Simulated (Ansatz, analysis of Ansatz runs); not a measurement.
# A hop of H in Na2WO4 (Fd-3m), charge +1, part 2 of 2

How high is the barrier when H changes place in Na2WO4 (Fd-3m)? The case: H turning about O, charge +1, in a cell of 56 host atoms with 1 H put in.

Ansatz 0.2.0; plane-wave PAW DFT, PBEsol; nudged elastic band between two relaxed defect structures at fixed charge in a uniform background.

So far: Starting point; Relaxation of the start point, charge +1; Relaxation of the end point, charge +1.

### 4. Nudged elastic band, charge +1

3 movable images are laid between the ends on a pair-potential path, which keeps atoms from colliding in the first guess. Each image feels the true force across the path and a spring force along it. The highest image is set to climb to the top of the path.

This step: plane-wave PAW DFT, PBEsol; nudged elastic band between two relaxed defect structures at fixed charge in a uniform background.

qp1_c56k1.neb/input.yaml

```yaml
crystal:
  lattice:
    - [9.10910604, 0.0, 0.0]
    - [0.0, 9.10910604, 0.0]
    - [0.0, 0.0, 9.10910604]
  atoms:
    - { symbol: Na, position: [0.09624021, 0.37484975, 0.34886444] }
    - { symbol: Na, position: [0.12744824, 0.87567385, 0.87323271] }
    - { symbol: Na, position: [0.63098378, 0.3765948, 0.87999463] }
    - { symbol: Na, position: [0.62766896, 0.8800542, 0.37467036] }
    - { symbol: Na, position: [0.37350495, 0.11373836, 0.37171669] }
    - { symbol: Na, position: [0.37862149, 0.62922325, 0.88303889] }
    - { symbol: Na, position: [0.8757661, 0.12625292, 0.87478955] }
    - { symbol: Na, position: [0.87714017, 0.6321987, 0.37434431] }
    - { symbol: Na, position: [0.37263062, 0.37257117, 0.12015104] }
    - { symbol: Na, position: [0.3808773, 0.87908867, 0.62905416] }
    - { symbol: Na, position: [0.88348449, 0.37821903, 0.62382268] }
    - { symbol: Na, position: [0.87674209, 0.87681643, 0.12362875] }
    - { symbol: Na, position: [0.12614523, 0.12156587, 0.1207401] }
    - { symbol: Na, position: [0.12570265, 0.63313172, 0.62265447] }
    - { symbol: Na, position: [0.63411347, 0.1237091, 0.6269204] }
    - { symbol: Na, position: [0.62840532, 0.62791484, 0.12155564] }
    - { symbol: W, position: [0.2593631, 0.24939863, 0.74714962] }
    - { symbol: W, position: [0.25133775, 0.7465533, 0.25133527] }
    - { symbol: W, position: [0.74374999, 0.25335536, 0.25116545] }
    - { symbol: W, position: [0.7549165, 0.75242196, 0.74996094] }
    - { symbol: W, position: [0.00365611, 0.00446643, 0.4972782] }
    - { symbol: W, position: [0.00288323, 0.5004383, -0.00629398] }
    - { symbol: W, position: [0.50207458, 0.00110153, 0.00134293] }
    - { symbol: W, position: [0.50592088, 0.50673752, 0.50893878] }
    - { symbol: O, position: [0.37565903, 0.13445649, 0.6413516] }
    - { symbol: O, position: [0.36562456, 0.63125894, 0.1410796] }
    - { symbol: O, position: [0.8606854, 0.1427966, 0.13916361] }
    - { symbol: O, position: [0.86690647, 0.63848631, 0.63561938] }
    - { symbol: O, position: [0.16549854, 0.36502649, 0.61300945] }
    - { symbol: O, position: [0.13995419, 0.86050862, 0.13701586] }
    - { symbol: O, position: [0.6286965, 0.36675667, 0.13977885] }
    - { symbol: O, position: [0.6415852, 0.86440816, 0.63553116] }
    - { symbol: O, position: [0.13769824, 0.14254735, 0.85602553] }
    - { symbol: O, position: [0.13800469, 0.6323653, 0.36433324] }
    - { symbol: O, position: [0.63048207, 0.14148426, 0.36591909] }
    - { symbol: O, position: [0.64139605, 0.63934254, 0.86305716] }
    - { symbol: O, position: [0.36949053, 0.36343463, 0.86080289] }
    - { symbol: O, position: [0.36499476, 0.85760231, 0.36623571] }
    - { symbol: O, position: [0.85237072, 0.36979197, 0.36561854] }
    - { symbol: O, position: [0.86825958, 0.86616147, 0.86277282] }
    - { symbol: O, position: [0.38749089, 0.11451701, 0.11362314] }
    - { symbol: O, position: [0.40178002, 0.62166814, 0.62356892] }
    - { symbol: O, position: [0.89229157, 0.11911988, 0.6109923] }
    - { symbol: O, position: [0.89098288, 0.61145046, 0.1104136] }
    - { symbol: O, position: [0.11636782, 0.38415422, 0.1036988] }
    - { symbol: O, position: [0.11822554, 0.89210573, 0.61002592] }
    - { symbol: O, position: [0.62027973, 0.39528133, 0.6180363] }
    - { symbol: O, position: [0.614764, 0.8878315, 0.11529316] }
    - { symbol: O, position: [0.11606485, 0.1182797, 0.38291476] }
    - { symbol: O, position: [0.11734113, 0.61268851, 0.88052537] }
    - { symbol: O, position: [0.61542416, 0.11446783, 0.88836036] }
    - { symbol: O, position: [0.61212056, 0.61194212, 0.38612056] }
    - { symbol: O, position: [0.36553384, 0.3857483, 0.41555284] }
    - { symbol: O, position: [0.38836605, 0.88819287, 0.88827907] }
    - { symbol: O, position: [0.88994978, 0.38757875, 0.87988446] }
    - { symbol: O, position: [0.88908566, 0.89103507, 0.38553125] }
    - { symbol: H, position: [0.28300348, 0.37385499, 0.49645185] }
total_charge: 1
basis:
  ecutwfc: 420
  xc_grid: 2
hamiltonian:
  xc: pbesol
kpoints:
  mp_grid: { grid: [1, 1, 1] }
scf:
  occupations: { method: fixed }
  max_iter: 150
output:
  forces: true
neb:
  images: 3
  f_tol: 0.04
  climbing: true
  initial_path: idpp
  max_iterations: 45
  order_check: false
  final_atoms:
    - { symbol: Na, position: [0.12433409, 0.37167883, 0.36907738] }
    - { symbol: Na, position: [0.12786595, 0.87579165, 0.87326255] }
[... 2 atom lines left out ...]
    - { symbol: Na, position: [0.35303873, 0.09517937, 0.37124177] }
[... 3 atom lines left out ...]
    - { symbol: Na, position: [0.37582562, 0.37253633, 0.11021121] }
[... 14 atom lines left out ...]
    - { symbol: W, position: [0.51313584, 0.50500245, 0.50323582] }
    - { symbol: O, position: [0.36851092, 0.13706691, 0.62881586] }
[... 3 atom lines left out ...]
    - { symbol: O, position: [0.14523216, 0.36468762, 0.62777147] }
[... 5 atom lines left out ...]
    - { symbol: O, position: [0.61710832, 0.1646086, 0.36166465] }
[... 6 atom lines left out ...]
    - { symbol: O, position: [0.3903661, 0.61125271, 0.60847787] }
[... 4 atom lines left out ...]
    - { symbol: O, position: [0.62776102, 0.40082042, 0.61812789] }
[... 4 atom lines left out ...]
    - { symbol: O, position: [0.6222812, 0.61927842, 0.39173944] }
    - { symbol: O, position: [0.41969282, 0.36458257, 0.38234067] }
[... 3 atom lines left out ...]
    - { symbol: H, position: [0.50063671, 0.28194409, 0.37053246] }
```

Command:

```bash
> ansatz run input.yaml --threads 32 --pin off --max-ram 84787MiB --backend cuda --events-out ev --progress --plain --runs-dir out --max-vram 78GiB
```

Numbers of over 12 decimals in the logs are rounded to 6 here.

The log of the run:

```text
[...]
Warning: neb: disabling space-group detection — the band's intermediate images generally break the endpoint symmetry, so no spatial operation reduces the k-mesh or symmetrises the density, except that a semilocal band can use its path's symmetry ahead of [...]
[...]
parallel-image band execution: 3 concurrent image workers
NEB image 0
[...]
Crystal: 57 atoms, lattice volume = 755.835 Å³
Basis set: ecut = 420 eV, 14771 PW (Γ), exchange–correlation on 128×128×128 points (8 copies of the dense FFT grid, shifted against one another)
Bands: 281, of which v1, the nominal top of the filled ones, is band 224 counted from 1 (223 counted from 0)
Symmetry: 1 space group operations
k-points: 1
[...]
SCF iter   1: F=—  HF=-123675.614464 eV  |F-HF|=—  |Δ(HF+E_count)|=         —  Δρ=1.30e-2  dr2=1.57e0  ethr=1.77e-3  ⟨swp⟩=5.0  Hψ=804  notcnv=0  defer=54
[...]
SCF iter   2: F=—  HF=-123675.368640 eV  |F-HF|=—  |Δ(HF+E_count)|=   2.46e-1  Δρ=6.58e-3  dr2=3.43e-1  ethr=3.50e-4  ⟨swp⟩=2.0  Hψ=421  notcnv=0  defer=55
[...]
SCF iter  10: F=-123675.304510 eV  HF=-123675.304510 eV  |F-HF|=7.00e-9  |Δ(HF+E_count)|=   1.79e-7  Δρ=3.37e-6  dr2=7.49e-8  ethr=2.23e-11  ⟨swp⟩=4.0  Hψ=939  notcnv=0
SCF 1 converged in 10 iterations: F = -123675.304510 eV  dr2 = 7.49e-8
[...]
SCF 2 converged in 10 iterations: F = -123675.304507 eV  dr2 = 7.01e-8
[...]
SCF 4 converged in 11 iterations: F = -123674.412493 eV  dr2 = 5.68e-8
[...]
SCF 6 converged in 10 iterations: F = -123675.124980 eV  dr2 = 2.98e-8
[...]
SCF 8 converged in 11 iterations: F = -123675.059276 eV  dr2 = 8.32e-9
[...]
SCF 10 converged in 10 iterations: F = -123675.164139 eV  dr2 = 9.83e-8
[...]
SCF 12 converged in 8 iterations: F = -123675.183447 eV  dr2 = 9.77e-8
[...]
SCF 14 converged in 9 iterations: F = -123675.064445 eV  dr2 = 8.25e-8
[...]
SCF 16 converged in 10 iterations: F = -123675.112318 eV  dr2 = 2.90e-8
[...]
SCF 18 converged in 9 iterations: F = -123675.195112 eV  dr2 = 1.50e-8
[...]
SCF 20 converged in 10 iterations: F = -123675.063797 eV  dr2 = 1.92e-8
[...]
SCF 22 converged in 8 iterations: F = -123675.277030 eV  dr2 = 8.27e-8
[...]
SCF 24 converged in 8 iterations: F = -123675.190263 eV  dr2 = 7.00e-8
[...]
SCF 26 converged in 8 iterations: F = -123675.054257 eV  dr2 = 5.28e-8
[...]
SCF 28 converged in 8 iterations: F = -123675.287988 eV  dr2 = 3.80e-8
[...]
SCF converged after 8 iterations
[...]
- [0.0, 9.10910604, 0.0]
    - [0.0, 0.0, 9.10910604]
  atoms:
    - { symbol: Na, position: [0.116853, 0.370351, 0.369510] }
    - { symbol: Na, position: [0.129101, 0.874997, 0.872405] }
    - { symbol: Na, position: [0.632371, 0.378762, 0.880119] }
    - { symbol: Na, position: [0.632130, 0.884550, 0.374084] }
    - { symbol: Na, position: [0.359408, 0.085317, 0.352791] }
    - { symbol: Na, position: [0.379265, 0.628375, 0.877368] }
    - { symbol: Na, position: [0.878309, 0.126774, 0.872490] }
    - { symbol: Na, position: [0.883075, 0.628472, 0.373696] }
    - { symbol: Na, position: [0.374500, 0.370844, 0.111960] }
    - { symbol: Na, position: [0.379758, 0.884847, 0.626163] }
    - { symbol: Na, position: [0.885332, 0.379242, 0.627376] }
    - { symbol: Na, position: [0.878070, 0.874914, 0.123224] }
    - { symbol: Na, position: [0.121308, 0.125687, 0.115840] }
    - { symbol: Na, position: [0.127142, 0.630298, 0.624347] }
    - { symbol: Na, position: [0.632403, 0.123706, 0.626615] }
    - { symbol: Na, position: [0.629976, 0.630304, 0.121441] }
    - { symbol: W, position: [0.257473, 0.253988, 0.737938] }
    - { symbol: W, position: [0.254005, 0.740142, 0.248320] }
    - { symbol: W, position: [0.743008, 0.253999, 0.252161] }
    - { symbol: W, position: [0.756325, 0.754655, 0.750472] }
    - { symbol: W, position: [0.002054, 0.002291, 0.495876] }
    - { symbol: W, position: [0.003788, 0.499570, -0.001408] }
    - { symbol: W, position: [0.501694, 0.002211, -0.003994] }
    - { symbol: W, position: [0.512581, 0.516229, 0.507143] }
    - { symbol: O, position: [0.372474, 0.149578, 0.614905] }
    - { symbol: O, position: [0.368219, 0.626594, 0.136353] }
    - { symbol: O, position: [0.855493, 0.137961, 0.141522] }
    - { symbol: O, position: [0.868483, 0.641079, 0.636486] }
    - { symbol: O, position: [0.143009, 0.369887, 0.629464] }
    - { symbol: O, position: [0.144018, 0.859797, 0.138418] }
    - { symbol: O, position: [0.634635, 0.369914, 0.137607] }
    - { symbol: O, position: [0.641971, 0.865972, 0.636147] }
    - { symbol: O, position: [0.146612, 0.138052, 0.850454] }
    - { symbol: O, position: [0.142319, 0.626260, 0.362481] }
    - { symbol: O, position: [0.619691, 0.149734, 0.367175] }
    - { symbol: O, position: [0.642426, 0.641057, 0.862630] }
    - { symbol: O, position: [0.370621, 0.366400, 0.851494] }
    - { symbol: O, position: [0.370802, 0.845442, 0.365177] }
    - { symbol: O, position: [0.856645, 0.366300, 0.365288] }
    - { symbol: O, position: [0.869457, 0.868452, 0.863654] }
    - { symbol: O, position: [0.385125, 0.114824, 0.107014] }
    - { symbol: O, position: [0.395492, 0.625131, 0.615408] }
    - { symbol: O, position: [0.889695, 0.116914, 0.608672] }
    - { symbol: O, position: [0.891077, 0.612812, 0.112406] }
    - { symbol: O, position: [0.116538, 0.384843, 0.111409] }
    - { symbol: O, position: [0.118150, 0.890618, 0.607665] }
    - { symbol: O, position: [0.624646, 0.407179, 0.619229] }
    - { symbol: O, position: [0.613220, 0.890707, 0.112537] }
    - { symbol: O, position: [0.113511, 0.114573, 0.379344] }
    - { symbol: O, position: [0.117568, 0.612713, 0.885812] }
    - { symbol: O, position: [0.614741, 0.116609, 0.883633] }
    - { symbol: O, position: [0.620911, 0.625016, 0.389959] }
    - { symbol: O, position: [0.401359, 0.378053, 0.396164] }
    - { symbol: O, position: [0.389995, 0.887942, 0.882514] }
    - { symbol: O, position: [0.890584, 0.386055, 0.885484] }
    - { symbol: O, position: [0.888415, 0.888104, 0.384237] }
    - { symbol: H, position: [0.442329, 0.285170, 0.436630] }
```

Run time: 8.8 s. Hardware: 1 × NVIDIA GB200 with 32 threads of Arm Neoverse V2, shared host; peak memory 1.4 GiB.

The path, image by image:

| image | path (Å) | energy (eV) | H57: x, y, z (Å) |
| --- | --- | --- | --- |
| 0 | 0.000 | 0.0000 | 2.578, 3.405, 4.522 |
| 1 | 0.786 | 0.1140 | 2.973, 2.906, 4.405 |
| 2 | 1.573 | 0.0165 | 3.531, 2.580, 4.449 |
| 3 | 2.360 | 0.2499 | 4.029, 2.598, 3.977 |
| 4 | 3.325 | 0.0000 | 4.560, 2.568, 3.375 |

Read from the output:

- free energy: -123675.0546 eV
- barrier forward: 0.2499 eV
- barrier backward: 0.2499 eV
- end less start: 2.85e-6 eV
- hop length: 2.439 Å

Track of the atom that was set to move:

| image | x (Å) | y (Å) | z (Å) | nearest neighbour | distance (Å) |
| --- | --- | --- | --- | --- | --- |
| 0 | 2.578 | 3.405 | 4.522 | O | 1.058 |
| 1 | 2.973 | 2.906 | 4.405 | O | 1.001 |
| 2 | 3.531 | 2.58 | 4.449 | O | 1.048 |
| 3 | 4.029 | 2.598 | 3.977 | O | 0.996 |
| 4 | 4.56 | 2.568 | 3.375 | O | 1.059 |

The band met its tolerance of 0.04 eV/Å after 9 iterations, with image 3 on top (the start counts as 0). H57, which moves farthest between the ends, has 1 O at 1.06 Å nearest at the start and 1 O at 1.00 Å at the top. The path has 2 maxima, and only the highest was climbed; it lies 0.23 eV above the dip at image 2.

### 5. Outcome

```
barrier forward                         : 0.25 eV (in doubt, see below)
barrier backward                        : 0.25 eV
end less start                          : 0.00 eV
hop length                              : 2.44 Å
band iterations, as the log counts them : 9
```

The top of the band lies 0.25 eV above the start and 0.25 eV above the end, which are alike in energy and neighbours. The path has 2 maxima, and only the highest was climbed; it lies 0.23 eV above the dip at image 2. For hydrogen, zero-point energy and tunnelling change the rate much, so no rate follows from this barrier alone. The order of the top as a saddle was not checked for all atoms, so a bent path could be lower. No image-charge correction is applied; it largely cancels along a path if the charge stays localised alike. Keep in mind: sampling at the zone centre alone can move energies of charged and open-shell states by tenths of an eV or more in cells of this size; spin–orbit coupling, which can matter with heavy atoms, is left out.

[Logs are printed without paths, hosts, clocks, repeated set-up lines and the standing remarks that a program may print on its own settings, such as how far it seeks lower states.]

[Hosts, paths, dates, database ids (printed as entryN), source tags and the programs' standing remarks are cut or masked in the printed files.]
